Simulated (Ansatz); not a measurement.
In doubt: masses and optical values from hybrid runs of this build are listed as unsure (in some of the runs), which bears on the screening that GW takes from such a start.

Two G0W0 runs on Be3N2 (P6_3/mmc).

The structure is hexagonal, space group P6_3/mmc (No. 194). The conventional cell has a = 2.842 Å, b = 2.842 Å, c = 9.747 Å, α = 90.00°, β = 90.00°, γ = 120.00°. Nearest to Be lie 4 N at 1.67 to 1.81 Å. Nearest to Be lie 3 N at 1.64 Å. Nearest to N lie 6 Be at 1.81 Å. Nearest to N lie 5 Be at 1.64 to 1.67 Å. Farther neighbours and most contacts between anions are not listed.

```xyz
10
Lattice="2.8417 0.0000 0.0000 -1.4208 2.4610 0.0000 0.0000 0.0000 9.7468" Properties=species:S:1:pos:R:3 pbc="T T T"
Be    0.0000    1.6406    0.7650
Be    1.4208    0.8203    5.6384
Be    1.4208    0.8203    8.9819
Be    0.0000    1.6406    4.1084
Be    0.0000    0.0000    2.4367
Be    0.0000    0.0000    7.3101
N     0.0000    0.0000    0.0000
N     0.0000    0.0000    4.8734
N     0.0000    1.6406    2.4367
N     1.4208    0.8203    7.3101
```

The cell and positions are those that the Materials Project relaxed with its own functionals (PBE, PBE+U or r2SCAN), kept fixed.

The first (Ansatz 0.2.0; start LDA, 6×6×2 mesh, 173 empty bands, screening to 108 eV, plasmon pole, PAW set soft_1 files; 1 × NVIDIA H100 80GB HBM3 (shared by 6 runs) with 3 threads of AMD EPYC 7R13 (Zen 3), shared host) gave, on its mesh: starting gap 3.26 eV, G0W0 gap 4.64 eV, RPA ε∞ (mean) 4.67, 17 s.

Question: The second changes start from LDA to PBE0 and frequency model from plasmon pole to contour deformation. What does it give?

It gave: starting gap 5.37 eV, G0W0 gap 5.38 eV, RPA ε∞ (mean) 3.73, 34 s. The G0W0 gap moves by +0.74 eV, +2.10 eV from the start and −1.37 eV from the correction. Σc changes by −0.38 eV at the valence top and +0.26 eV at the conduction bottom, and Σx − Vxc between them by −2.01 eV.

Limits: not at the basis limit.

[Paths, hosts, dates, memory and timing lines, banners, echoed tables and standing remarks are left out of the program output.]

[Logs are printed without paths, hosts, clocks, repeated set-up lines and the standing remarks that a program may print on its own settings, such as how far it seeks lower states.]

[Runs of the session that timed out or met a known fault of the program may be left out.]

[Cells called generated may have been cut or substituted from an entry of the Crystallography Open Database or the Materials Project.]

[Hosts, paths, dates, database ids (printed as entryN), source tags and the programs' standing remarks are cut or masked in the printed files.]
